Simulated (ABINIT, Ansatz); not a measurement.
# MoS2 (P-6m2): phonons by linear response, part 4 of 4

Wanted: phonon bands, density of states and zone-centre response of MoS2 (P-6m2).

ABINIT 10.8.3; DFT LDA, scalar-relativistic, plane waves, PseudoDojo norm-conserving pseudopotentials.

So far. Step 7 (Zone-centre response): The acoustic modes at Γ come out as far as 0.2 cm⁻¹ from zero, where they should vanish, a small numerical error; the Born charges miss their sum rule by 0.0036 e, which is good. Step 8 (Zone-centre analysis): The rule moves no optical mode by more than 0.1 cm⁻¹.

### 11. Interpolated phonon bands

anaddb transforms the dynamical matrices to force constants and back along the path; points of the mesh come back as solved, but for the sum rule and, in polar crystals, the LO-TO term at Γ; the rest is interpolation.

Contents of anaddb.abi:

```
ddb_filepath "all_DDB"
output_file "anaddb.abo"
outdata_prefix "anaddb"
ifcflag 1
ngqpt 3 3 1
nqshft 1
q1shft 0.0 0.0 0.0
asr 1
chneut 0
dipdip 0
dipquad 0
quadquad 0
enunit 0
eivec 0
nph1l 43
qph1l 
    0.0 0.0 0.0 1.0
    0.03571429 0.0 0.0 1.0
    0.07142857 0.0 0.0 1.0
    0.10714286 0.0 0.0 1.0
    0.14285714 0.0 0.0 1.0
    0.17857143 0.0 0.0 1.0
    0.21428571 0.0 0.0 1.0
    0.25 0.0 0.0 1.0
    0.28571429 0.0 0.0 1.0
    0.32142857 0.0 0.0 1.0
    0.35714286 0.0 0.0 1.0
    0.39285714 0.0 0.0 1.0
    0.42857143 0.0 0.0 1.0
    0.46428571 0.0 0.0 1.0
    0.5 0.0 0.0 1.0
    0.48809524 0.02380952 0.0 1.0
    0.47619048 0.04761905 0.0 1.0
    0.46428571 0.07142857 0.0 1.0
    0.45238095 0.0952381 0.0 1.0
    0.44047619 0.11904762 0.0 1.0
    0.42857143 0.14285714 0.0 1.0
    0.41666667 0.16666667 0.0 1.0
    0.4047619 0.19047619 0.0 1.0
    0.39285714 0.21428571 0.0 1.0
    0.38095238 0.23809524 0.0 1.0
    0.36904762 0.26190476 0.0 1.0
    0.35714286 0.28571429 0.0 1.0
    0.3452381 0.30952381 0.0 1.0
    0.33333333 0.33333333 0.0 1.0
    0.30952381 0.30952381 0.0 1.0
    0.28571429 0.28571429 0.0 1.0
    0.26190476 0.26190476 0.0 1.0
    0.23809524 0.23809524 0.0 1.0
    0.21428571 0.21428571 0.0 1.0
    0.19047619 0.19047619 0.0 1.0
    0.16666667 0.16666667 0.0 1.0
    0.14285714 0.14285714 0.0 1.0
    0.11904762 0.11904762 0.0 1.0
    0.0952381 0.0952381 0.0 1.0
    0.07142857 0.07142857 0.0 1.0
    0.04761905 0.04761905 0.0 1.0
    0.02380952 0.02380952 0.0 1.0
    0.0 0.0 0.0 1.0
```

Contents of mrgddb.in:

```
all_DDB
merged
3
dfpt_gammao_DS2_DDB
dfpt_qo_DS1_DDB
dfpt_qo_DS2_DDB
```

The run is started by

```console
$ mrgddb < mrgddb.in > mrgddb.log
$ OMP_NUM_THREADS=1 anaddb anaddb.abi > anaddb.log
```

anaddb.abo, the main output file:

```text
[banners, grids, parts of the stress and lines that vanish by symmetry left out]
-outvars_anaddb: echo values of input variables ----------------------

 Flags :
[...]
Dielectric Tensor and Effective Charges
[...]
Effective charge tensors after
[...]
Phonon wavevector (reduced coordinates) :  0.00000  0.00000  0.00000
 Phonon energies in Hartree :
[...]
Phonon frequencies in cm-1    :
-  0.000000E+00  0.000000E+00  0.000000E+00  2.900374E+02  2.900374E+02
-  3.926805E+02  3.926805E+02  4.116993E+02  4.779696E+02
[...]
Phonon wavevector (reduced coordinates) :  0.03571  0.00000  0.00000
 Phonon energies in Hartree :
[...]
Phonon frequencies in cm-1    :
-  1.021504E+01  1.784004E+01  2.974636E+01  2.902713E+02  2.912224E+02
-  3.915838E+02  3.925184E+02  4.123078E+02  4.768905E+02
[...]
Phonon wavevector (reduced coordinates) :  0.07143  0.00000  0.00000
 Phonon energies in Hartree :
[...]
Phonon frequencies in cm-1    :
-  2.119769E+01  3.546884E+01  5.901900E+01  2.909725E+02  2.946418E+02
-  3.886828E+02  3.920314E+02  4.137630E+02  4.736963E+02
[...]
Phonon wavevector (reduced coordinates) :  0.10714  0.00000  0.00000
 Phonon energies in Hartree :
[...]
Phonon frequencies in cm-1    :
-  3.344424E+01  5.267878E+01  8.734887E+01  2.921368E+02  2.999224E+02
-  3.846514E+02  3.912187E+02  4.154508E+02  4.685168E+02
[...]
Phonon wavevector (reduced coordinates) :  0.14286  0.00000  0.00000
 Phonon energies in Hartree :
[...]
Phonon frequencies in cm-1    :
-  4.708340E+01  6.926871E+01  1.142755E+02  2.937497E+02  3.065373E+02
-  3.799954E+02  3.900835E+02  4.169748E+02  4.615677E+02
[...]
Phonon wavevector (reduced coordinates) :  0.17857  0.00000  0.00000
 Phonon energies in Hartree :
[...]
Phonon frequencies in cm-1    :
-  6.194344E+01  8.504552E+01  1.393500E+02  2.957778E+02  3.138922E+02
-  3.750796E+02  3.886385E+02  4.181407E+02  4.531524E+02
[...]
Phonon wavevector (reduced coordinates) :  0.21429  0.00000  0.00000
 Phonon energies in Hartree :
[...]
Phonon frequencies in cm-1    :
-  7.766917E+01  9.982441E+01  1.621391E+02  2.981604E+02  3.213835E+02
-  3.702279E+02  3.869128E+02  4.188674E+02  4.436675E+02
[...]
Phonon wavevector (reduced coordinates) :  0.25000  0.00000  0.00000
 Phonon energies in Hartree :
[...]
Phonon frequencies in cm-1    :
-  9.381245E+01  1.134279E+02  1.822353E+02  3.008044E+02  3.284180E+02
-  3.657719E+02  3.849586E+02  4.191389E+02  4.336164E+02
  Phonon wavevector (reduced coordinates) :  0.28571  0.00000  0.00000
 Phonon energies in Hartree :
[...]
Phonon frequencies in cm-1    :
-  1.098780E+02  1.256847E+02  1.992837E+02  3.035838E+02  3.344060E+02
-  3.620487E+02  3.828552E+02  4.189846E+02  4.236304E+02
  Phonon wavevector (reduced coordinates) :  0.32143  0.00000  0.00000
 Phonon energies in Hartree :
[...]
Phonon frequencies in cm-1    :
-  1.253325E+02  1.364285E+02  2.130380E+02  3.063458E+02  3.387609E+02
-  3.593470E+02  3.807108E+02  4.144765E+02  4.184721E+02
  Phonon wavevector (reduced coordinates) :  0.35714  0.00000  0.00000
 Phonon energies in Hartree :
[...]
Phonon frequencies in cm-1    :
-  1.395872E+02  1.454990E+02  2.234454E+02  3.089221E+02  3.409925E+02
-  3.578074E+02  3.786580E+02  4.069744E+02  4.177058E+02
  Phonon wavevector (reduced coordinates) :  0.39286  0.00000  0.00000
 Phonon energies in Hartree :
[...]
Phonon frequencies in cm-1    :
-  1.519704E+02  1.527453E+02  2.307173E+02  3.111432E+02  3.410106E+02
-  3.573249E+02  3.768445E+02  4.017064E+02  4.168260E+02
  Phonon wavevector (reduced coordinates) :  0.42857  0.00000  0.00000
 Phonon energies in Hartree :
[...]
Phonon frequencies in cm-1    :
-  1.580328E+02  1.617144E+02  2.353075E+02  3.128553E+02  3.394891E+02
-  3.575370E+02  3.754172E+02  3.986484E+02  4.160025E+02
  Phonon wavevector (reduced coordinates) :  0.46429  0.00000  0.00000
 Phonon energies in Hartree :
[...]
Phonon frequencies in cm-1    :
-  1.612529E+02  1.680127E+02  2.377657E+02  3.139356E+02  3.377352E+02
-  3.579488E+02  3.745029E+02  3.972278E+02  4.154125E+02
[...]
Phonon wavevector (reduced coordinates) :  0.16667  0.16667  0.00000
 Phonon energies in Hartree :
[...]
Phonon frequencies in cm-1    :
-  1.100791E+02  1.344851E+02  1.953853E+02  3.072261E+02  3.335473E+02
-  3.600726E+02  3.859431E+02  4.170315E+02  4.222716E+02
[...]
Phonon wavevector (reduced coordinates) :  0.14286  0.14286  0.00000
 Phonon energies in Hartree :
[...]
Phonon frequencies in cm-1    :
-  9.193916E+01  1.173659E+02  1.777454E+02  3.024913E+02  3.270171E+02
-  3.650052E+02  3.870581E+02  4.180875E+02  4.341460E+02
[...]
Phonon wavevector (reduced coordinates) :  0.11905  0.11905  0.00000
 Phonon energies in Hartree :
[...]
Phonon frequencies in cm-1    :
-  7.367249E+01  9.931560E+01  1.554717E+02  2.985131E+02  3.191523E+02
-  3.706882E+02  3.883687E+02  4.182545E+02  4.458254E+02
[...]
Phonon wavevector (reduced coordinates) :  0.09524  0.09524  0.00000
 Phonon energies in Hartree :
[...]
Phonon frequencies in cm-1    :
-  5.599201E+01  8.049580E+01  1.292011E+02  2.953370E+02  3.107702E+02
-  3.766584E+02  3.896931E+02  4.175629E+02  4.564958E+02
[...]
Phonon wavevector (reduced coordinates) :  0.07143  0.07143  0.00000
 Phonon energies in Hartree :
[...]
Phonon frequencies in cm-1    :
-  3.955693E+01  6.102002E+01  9.971154E+01  2.929506E+02  3.027638E+02
-  3.824276E+02  3.908918E+02  4.161461E+02  4.654931E+02
[...]
Phonon wavevector (reduced coordinates) :  0.04762  0.04762  0.00000
 Phonon energies in Hartree :
[...]
Phonon frequencies in cm-1    :
-  2.483084E+01  4.100693E+01  6.781085E+01  2.913072E+02  2.960777E+02
-  3.875010E+02  3.918483E+02  4.142777E+02  4.722973E+02
[...]
Phonon wavevector (reduced coordinates) :  0.02381  0.02381  0.00000
 Phonon energies in Hartree :
[...]
Phonon frequencies in cm-1    :
-  1.184696E+01  2.060580E+01  3.430600E+01  2.903507E+02  2.916109E+02
-  3.912334E+02  3.924665E+02  4.124940E+02  4.765324E+02
[...]
Phonon wavevector (reduced coordinates) :  0.00000  0.00000  0.00000
 Phonon energies in Hartree :
[...]
Phonon frequencies in cm-1    :
-  0.000000E+00  0.000000E+00  0.000000E+00  2.900374E+02  2.900374E+02
-  3.926805E+02  3.926805E+02  4.116993E+02  4.779696E+02
[...]
Symmetry characters of vibration mode #   9
  1.0 -1.0 -1.0  1.0  1.0 -1.0 -1.0  1.0  1.0 -1.0 -1.0  1.0
-
```

It took 0.51 s on 1 thread of Arm Neoverse V1, shared host.

This step gave:

* lowest frequency on the path: 0 cm⁻¹

Anaddb. Phonon branches along the path, in cm⁻¹:

| point | branch 1 | branch 2 | branch 3 | branch 4 | branch 5 | branch 6 | branch 7 | branch 8 | branch 9 |
| --- | --- | --- | --- | --- | --- | --- | --- | --- | --- |
| Γ | 0 | 0 | 0 | 290 | 290 | 393 | 393 | 412 | 478 |
| halfway | 94 | 113 | 182 | 301 | 328 | 366 | 385 | 419 | 434 |
| M | 162 | 170 | 238 | 314 | 337 | 358 | 374 | 397 | 415 |
| halfway | 174 | 180 | 232 | 327 | 335 | 350 | 384 | 391 | 409 |
| K | 181 | 188 | 238 | 329 | 341 | 341 | 384 | 391 | 403 |
| halfway | 110 | 134 | 195 | 307 | 334 | 360 | 386 | 417 | 422 |
| Γ | 0 | 0 | 0 | 290 | 290 | 393 | 393 | 412 | 478 |

The phonon branches as a text plot (rows in cm⁻¹):

```
    468 |*******                                           ******
    448 |       ***                                     ***
    428 |        ******                             *****
    408 |********    *********************************** ********
    388 |***************   **************************************
    368 |       ******* ********                    *******
    349 |            *******************************
    329 |        ****      **********************  ******
    309 |    ****  *************                 ******* ****
    289 |**********                                     *********
    269 |
    249 |
    229 |              **************************
    209 |           ***                          ***
    189 |          *               ************     **
    169 |        **       *************     *******   **
    149 |              ****                    *****    *
    129 |       *   ***                            ***   **
    110 |     ** ****                               ****   **
     90 |    *  *  *                                  *****
     70 |     *****                                     *  ***
     50 |  *****                                         **  *
     30 | ****                                             *****
     10 |**                                                   ***
         Γ                   M           K                      Γ
```

All branches are real along the path.

### 12. Density of states

Sums over the zone need many more wavevectors than were solved, so the interpolation is sampled on a dense mesh.

Contents of anaddb.abi:

```
ddb_filepath "all_DDB"
output_file "anaddb.abo"
outdata_prefix "anaddb"
ifcflag 1
ngqpt 3 3 1
nqshft 1
q1shft 0.0 0.0 0.0
asr 1
chneut 0
dipdip 0
dipquad 0
quadquad 0
prtdos 1
dossmear 1.8d-05
ng2qpt 17 17 1
dosdeltae 4.5563e-06
ntemper 11
temperinc 100.0
tempermin 0.0
```

The run is started by

```console
$ OMP_NUM_THREADS=1 anaddb anaddb.abi > anaddb.log
```

anaddb.abo, the main output file:

```text
-outvars_anaddb: echo values of input variables ----------------------

 Flags :
     ifcflag         1
 Miscellaneous information :
         asr         1
      chneut         0
 Interatomic Force Constants Inputs :
      dipdip         0
     dipquad         0
    quadquad         0
      ifcana         0
      ifcout         0
 Description of grid 1 :
        brav         1
       ngqpt         3         3         1
      nqshft         1
      q1shft
                     0.00000000E+00  0.00000000E+00  0.00000000E+00
 Phonon DOS information :
   dosdeltae  4.55630000E-06
    dossmear  1.80000000E-05
 Description of grid 2 (Fourier interp. or BZ sampling):
      ng2qpt        17        17         1
      ngrids         4
      q2shft         0.00000000E+00  0.00000000E+00  0.00000000E+00

================================================================================

 read the DDB information and perform some checks

  ==== Info on the Cryst% object ====
 Real(R)+Recip(G) space primitive vectors, cartesian coordinates (Bohr,Bohr^-1):
 R(1)=  5.8971717  0.0000000  0.0000000  G(1)=  0.1695728  0.0979029  0.0000000
 R(2)= -2.9485859  5.1071005  0.0000000  G(2)=  0.0000000  0.1958058  0.0000000
 R(3)=  0.0000000  0.0000000 30.4245906  G(3)=  0.0000000  0.0000000  0.0328681
 Unit cell volume ucvol=  9.1631105E+02 bohr^3
 Angles (23,13,12)=  9.00000000E+01  9.00000000E+01  1.20000000E+02 degrees
 Time-reversal symmetry is present
 Reduced atomic positions [iatom, xred, symbol]:
    1)    0.3333333  0.6666667  0.5000000  Mo
    2)    0.6666667  0.3333333  0.5964653   S
    3)    0.6666667  0.3333333  0.4035347   S

 DDB file with 3 blocks has been read.

================================================================================

 Dielectric Tensor and Effective Charges

 anaddb : Zero the imaginary part of the Dynamical Matrix at Gamma,
   and impose the ASR on the effective charges

 Effective charge tensors after
 imposition of the charge neutrality (if requested by user),
 and eventual restriction to some part :
   atom    displacement
         1         1   -1.179732E+00    0.000000E+00    0.000000E+00
         1         2   -1.136657E-16   -1.179732E+00    0.000000E+00
         1         3    0.000000E+00    0.000000E+00   -1.246505E-01
         2         1    5.880607E-01    0.000000E+00    0.000000E+00
         2         2    2.093796E-17    5.880607E-01    0.000000E+00
         2         3    0.000000E+00    0.000000E+00    6.234881E-02
         3         1    5.880607E-01    0.000000E+00    0.000000E+00
         3         2    2.093796E-17    5.880607E-01    0.000000E+00
         3         3    0.000000E+00    0.000000E+00    6.234881E-02
 Now, the imaginary part of the dynamical matrix is zeroed

================================================================================

 Calculation of the interatomic forces

       Homogeneous q point set in the B.Z.
 Grid q points  :        9
  1)   0.00000000E+00  0.00000000E+00  0.00000000E+00
  2)   3.33333333E-01  0.00000000E+00  0.00000000E+00
  3)  -3.33333333E-01  0.00000000E+00  0.00000000E+00
  4)   0.00000000E+00  3.33333333E-01  0.00000000E+00
  5)   3.33333333E-01  3.33333333E-01  0.00000000E+00
  6)  -3.33333333E-01  3.33333333E-01  0.00000000E+00
  7)   0.00000000E+00 -3.33333333E-01  0.00000000E+00
  8)   3.33333333E-01 -3.33333333E-01  0.00000000E+00
  9)  -3.33333333E-01 -3.33333333E-01  0.00000000E+00

 The interatomic forces have been obtained

================================================================================

 Calculation of phonon density of states

 Average speed of sound partial sums:     0.1952571620E-02 (at units)
-                                   =           4.2716 [km/s]

 Debye frequency from partial sums:     0.7835673262E-03 (Ha)
-                                 =     0.5155625337E+01 (THz)
-Debye temperature from partial sums:     0.2474309919E+03 (K)

 Average speed of sound:     0.2052124484E-03 (at units)
-                      =           0.4489 [km/s]

 Debye frequency from DOS:     0.8235179074E-04 (Ha)
-                        =     0.5418487534E+00 (THz)
-Debye temperature from DOS:     0.2600463877E+02 (K)

-
```

The job ended after 0.52 s (1 thread).

Numbers from this step:

| Item | Value |
| --- | --- |
| zero-point energy per atom | 55.55 meV |
| heat capacity at 300 K | 20.76 J/(mol atoms K) |
| vibrational entropy at 300 K | 20.85 J/(mol atoms K) |

The phonon density of states has structure finer than the step of the table below, so its rows give means over 20 cm⁻¹, whole bins alone (the curve runs from -30 to 507 cm⁻¹). Peaks (cm⁻¹: height): 123.0: 0.0186, 171.0: 0.0360, 231.0: 0.0321, 339.0: 0.0693, 357.0: 0.0453, 387.0: 0.0843, 417.0: 0.0778.

Gaussian, 4 cm-1. The phonon density of states by wavenumber; means over each step:

| wavenumber (cm⁻¹) | phonon density of states (1/cm⁻¹/cell) |
| --- | --- |
| -20 | 5.8e-6 |
| 0 | 5.6e-4 |
| 20 | 0.00199 |
| 40 | 0.00392 |
| 60 | 0.00504 |
| 80 | 0.00759 |
| 100 | 0.00929 |
| 120 | 0.0126 |
| 140 | 0.0155 |
| 160 | 0.0303 |
| 180 | 0.0254 |
| 200 | 0.00709 |
| 220 | 0.0169 |
| 240 | 0.0139 |
| 260 | 7.2e-6 |
| 280 | 0.00206 |
| 300 | 0.0241 |
| 320 | 0.0336 |
| 340 | 0.0505 |
| 360 | 0.0318 |
| 380 | 0.0545 |
| 400 | 0.0448 |
| 420 | 0.0460 |
| 440 | 0.00606 |
| 460 | 0.00477 |
| 480 | 0.00178 |

Harmonic thermodynamic functions per atom, summed over the density of states scaled to three modes an atom; melting is ignored. Thermodynamic functions:

| T (K) | F_vib (meV/atom) | S (J/mol-atom/K) | C_V (J/mol-atom/K) |
| --- | --- | --- | --- |
| 0 | 55.55 | 0 | 0 |
| 50 | 55.34 | 1.216 | 2.417 |
| 100 | 53.92 | 4.5 | 7.935 |
| 200 | 44.81 | 13.14 | 16.95 |
| 300 | 27.06 | 20.85 | 20.76 |
| 400 | 2.11 | 27.08 | 22.44 |
| 500 | -28.69 | 32.19 | 23.29 |
| 600 | -64.33 | 36.48 | 23.78 |
| 700 | -104.1 | 40.17 | 24.08 |
| 800 | -147.4 | 43.4 | 24.28 |
| 900 | -193.9 | 46.27 | 24.41 |
| 1000 | -243.3 | 48.85 | 24.51 |

At 300 K the heat capacity has reached 83 % of the Dulong-Petit value.

### 13. Results

```json
{
 "space group after relaxation": "P-6m2",
 "area per atom": "2.81 Å²",
 "highest optical zone-centre mode (no LO-TO term)": "478.0 cm⁻¹",
 "lowest optical zone-centre mode": "290.0 cm⁻¹",
 "q mesh": "3×3×1",
 "lowest mode on the q mesh (acoustic ones at the zone centre apart)": "130.2 cm⁻¹",
 "zero-point energy per atom": "55.5 meV",
 "heat capacity at 300 K": "20.8 J/(mol atoms K)",
 "vibrational entropy at 300 K": "20.8 J/(mol atoms K)",
 "imaginary modes on the q mesh": "none"
}
```

What this shows: MoS2 (P-6m2) is dynamically stable on the 3×3×1 mesh; its spectrum reaches 478 cm⁻¹. At the LDA level the optical modes of MoS2 (P-6m2) at the zone centre run from 290 to 478 cm⁻¹. Along axes with an odd number of divisions the mesh misses the zone-boundary points at one half, where instabilities often lie; those are only interpolated. These are harmonic frequencies at zero temperature: anharmonic shifts and linewidths and thermal expansion are left out. The sheet is repeated along c with vacuum between and no cut of the Coulomb interaction; dielectric tensors refer to the cell with its vacuum, no LO-TO term enters the bands, and the bending branch near Γ is rough. A run in a second program is left out, since it treats the direction across the vacuum otherwise. The sheet was typed on a prototype.

[Host names and launcher messages were left out of these logs when they were recorded.]

[Logs are printed without paths, hosts, clocks, repeated set-up lines and the standing remarks that a program may print on its own settings, such as how far it seeks lower states.]

[Hosts, paths, dates, database ids (printed as entryN), source tags and the programs' standing remarks are cut or masked in the printed files.]
